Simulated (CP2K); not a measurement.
Two runs for the O K edge of ketene. Run A: CP2K XAS_TDP, all-electron GAPW, PBEh(45%), aug-cc-pVTZ, TDA, no relativity. Run B differs in one setting.

First lines with a strength over 0.0015. A:

```csv
atom,energy (eV),states,"strength, one atom"
O3 (bonded to C),527.85,1,0.0432
,531.54,1,0.0272
,532.42,1,0.0019
,534.27,1,0.0019
,534.76,1,0.0085
```

B:

```csv
atom,energy (eV),states,"strength, one atom"
O3 (bonded to C),530.33,1,0.0459
,534.15,1,0.0291
,534.95,1,0.0020
,536.50,1,0.0018
,536.88,1,0.0020
```

Question: Which was it: GW2X switched on, the basis, scalar relativity switched on, the functional?

The functional (functional from PBEh(45%) to BHandHLYP; the lines alone don't name the new value). A functional moves all lines by electronvolts and changes their spacings and strengths. Against PBEh(45%) in aug-cc-pVTZ, the leading line moves by +2.48 eV, to 530.33 eV; the strength of O3's goes from 0.0432 to 0.0459. The next line of O3 over the strength cut lies 3.82 eV higher, against 3.69.

[Banner, clock and machine lines of the logs are left out without a mark of their own.]

[Logs are printed without paths, hosts, clocks, repeated set-up lines and the standing remarks that a program may print on its own settings, such as how far it seeks lower states.]

[Hosts, paths, dates, database ids (printed as entryN), source tags and the programs' standing remarks are cut or masked in the printed files.]
